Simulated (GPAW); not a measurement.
# An In chain with an Ag atom on top of one atom: transmission at several levels, part 2 of 2

Wanted: the zero-bias transmission of an In chain with an Ag atom on top of one atom on a ladder of levels, with run times.

GPAW 26.7.0; GPAW LCAO, PAW setups; Landauer transmission from Green's functions with principal layers (ASE), zero bias.

So far, transmission at the Fermi level (one spin): step 2 (GPAW, dzp, PBE, GPAW) 2.24; step 3 (basis szp(dzp), PBE, GPAW) 2.25; step 4 (basis sz(dzp), PBE, GPAW) 2.30; step 5 (LDA) 2.23.

**9. Density threshold 0.001: conv = 0.001**

The Hamiltonian is taken from the last density. The density threshold is one of the tests that end the cycle; the energy must settle too, so a loose value may not be the test that decides.

The input, run.py:

```python
import json
import numpy as np
from ase import Atoms
from ase.transport.calculators import TransportCalculator
from gpaw import GPAW, FermiDirac
from gpaw.lcao.tools import get_lcao_hamiltonian
from scipy.linalg import eigh

# The junction with lead layers at both ends, along the third cell vector
device = Atoms(
    ['In', 'In', 'In', 'In', 'In', 'In', 'Ag', 'In', 'In', 'In', 'In', 'In'],
    positions=[
        [4.50000, 4.50000, 1.47500],
        [4.50000, 4.50000, 4.42500],
        [4.50000, 4.50000, 7.37500],
        [4.50000, 4.50000, 10.32500],
        [4.50000, 4.50000, 13.27500],
        [4.50000, 4.50000, 16.22500],
        [7.19150, 4.50000, 16.22500],
        [4.50000, 4.50000, 19.17500],
        [4.50000, 4.50000, 22.12500],
        [4.50000, 4.50000, 25.07500],
        [4.50000, 4.50000, 28.02500],
        [4.50000, 4.50000, 30.97500]],
    cell=[[9.0, 0.0, 0.0], [0.0, 9.0, 0.0], [0.0, 0.0, 32.45]],
    pbc=True)

# One principal layer of the lead: the first 3 atoms of the device
lead = Atoms(
    ['In', 'In', 'In'],
    positions=[
        [4.50000, 4.50000, 1.47500],
        [4.50000, 4.50000, 4.42500],
        [4.50000, 4.50000, 7.37500]],
    cell=[[9.0, 0.0, 0.0], [0.0, 9.0, 0.0], [0.0, 0.0, 8.85]],
    pbc=True)

settings = dict(mode='lcao', basis='dzp', xc='PBE', h=0.2,
                occupations=FermiDirac(0.1), maxiter=250,
                mixer=dict(beta=0.1, nmaxold=8, weight=100.0),
                convergence=dict(density=0.001))
energies = np.arange(-2, 2 + 1e-9, 0.05)
eta = 0.0001
n1, n2 = 1, 1
# k and -k transmit alike, so half of the mesh across the current serves
mesh = [(i, j) for i in range(n1) for j in range(n2) if (i, j) <= (-i % n1, -j % n2)]
weights = np.array([1 if (i, j) == (-i % n1, -j % n2) else 2 for i, j in mesh]) / (n1 * n2)

# [... helper functions left out ...]
fermi_lead = ground_state(lead, (1, 1, 13), 'lead.txt')
fermi_device = ground_state(device, (1, 1, 3), 'device.txt')
# [... loop over the mesh left out, but for ...]
        # Shift the lead onto the potential of the device's first layer
        shift = ((H[:, 0, 0] - H0[:, 0, 0]) / S0[0, 0]).real.mean()
# [...]
kT = 8.617333e-5 * 500
bias = [0.1, 0.2, 0.5, 1.0, 1.5, 2.0]
# [... integrals and printing left out ...]
```

Run with:

```
$ OMP_NUM_THREADS=1 OPENBLAS_NUM_THREADS=1 python run.py
```

Elapsed: 52 s, on 1 thread of Arm Neoverse V1, shared host; peak memory 1.1 GiB.

This step gave:

| Item | Value |
| --- | --- |
| conductance | 2.196 G₀ |
| largest coupling past the next principal layer | 1.88e-6 eV |
| largest misfit of the first principal layer | 0.01814 eV |
| shift that aligns the lead | -0.007053 eV |
| transmission at the Fermi level (one spin) | 2.240 |

One spin. The transmission, zone mean by energy, zero at the Fermi level:

```
energy (eV)  transmission, zone mean
     -2.000                    0.984
     -1.800                   1.4e-8
     -1.600                   5.8e-9
     -1.400                   3.2e-8
     -1.200                    0.983
     -1.150                    0.984
     -1.000                    0.936
     -0.800                    0.973
     -0.600                    0.997
     -0.400                    0.999
     -0.200                    0.999
      0.000                     2.24
      0.200                     2.26
      0.400                     2.29
      0.500                     2.29
      0.600                     2.29
      0.800                     2.23
      1.000                     2.10
      1.200                     2.00
      1.400                     2.36
      1.600                     2.73
      1.800                     2.88
      2.000                     2.94
```

Not self-consistent under bias; the bias window is split evenly. Current through one cell, from the zero-bias transmission against bias:

```
bias (V)  current through one cell, from the zero-bias transmission (μA)
   0.100                                                            17.0
   0.200                                                            33.6
   0.500                                                            77.7
   1.000                                                             142
   1.500                                                             205
   2.000                                                             263
```

Table of transmission of the three most open eigenchannels by energy, zero at the Fermi level:

```
energy (eV)  channel 1  channel 2  channel 3
      -2.00      0.984          0          0
      -1.90     1.1e-7          0          0
      -1.80     1.4e-8          0          0
      -1.70     6.6e-9          0          0
      -1.55     6.8e-9          0          0
      -1.45     1.5e-8          0          0
      -1.35     1.1e-7          0          0
      -1.25      0.968          0          0
      -1.15      0.984          0          0
      -1.05      0.969          0          0
      -0.90      0.288          0          0
      -0.80      0.973          0          0
      -0.70      0.993          0          0
      -0.60      0.997          0          0
      -0.50      0.998          0          0
      -0.40      0.999          0          0
      -0.25      0.999    1.3e-10    4.0e-11
      -0.15      0.999      0.961     0.0580
      -0.05      0.999      0.966      0.246
       0.00      0.999      0.947      0.293
       0.05      0.999      0.933      0.316
       0.15      0.999      0.927      0.329
       0.25      0.999      0.939      0.331
       0.40      0.999      0.960      0.329
       0.50      0.999      0.972      0.323
       0.60      0.999      0.982      0.308
       0.70      0.999      0.989      0.281
       0.80      0.999      0.994      0.240
       0.90      0.999      0.996      0.180
       1.05      0.999      0.998     0.0594
       1.15      0.999      0.998    0.00176
       1.25      0.999      0.998     0.0495
       1.35      0.999      0.998      0.239
       1.45      0.999      0.998      0.476
       1.55      0.999      0.998      0.662
       1.70      0.999      0.999      0.823
       1.80      0.999      0.999      0.879
       1.90      0.999      0.999      0.916
       2.00      0.999      0.999      0.938
```

The conductance equals that of the dzp run to 0.2 %.

**10. Summary of results**

```json
{"conductance": "2.20 G₀", "transmission at the Fermi level, mean of the spins": "2.24"}
```

In the dzp basis the junction conducts 2.20 G₀ at 500 K, with T = 2.24 a spin at the Fermi level; the sz basis reaches that conductance within 10 %. At the Fermi level the three most open eigenchannels pass 1.00, 0.95 and 0.29. Measured against the first run (dzp), the nearest curve is that of dzp-LDA (r.m.s. 0.14) and the farthest that of sz (0.20). Over the compared runs wall time goes from 32 s (sz) to 62 s (dzp), on a shared host. The geometry was built from estimated bond lengths and not relaxed, so the numbers describe this model structure. Spin-orbit coupling is left out, which matters for the heavy atoms here. An evenly spaced straight chain is an idealisation: free chains tend to dimerise, zigzag or, where a band edge lies near the Fermi level, turn magnetic. The currents use the zero-bias T(E) throughout, which holds only while the bias is small against the distance to the nearest feature. The thermopower isn't quoted: it samples T(E) farther from the Fermi level than the conductance does, and the energy grid wasn't tested for it.

[Logs are printed without paths, hosts, clocks, repeated set-up lines and the standing remarks that a program may print on its own settings, such as how far it seeks lower states.]

[Hosts, paths, dates, database ids (printed as entryN), source tags and the programs' standing remarks are cut or masked in the printed files.]
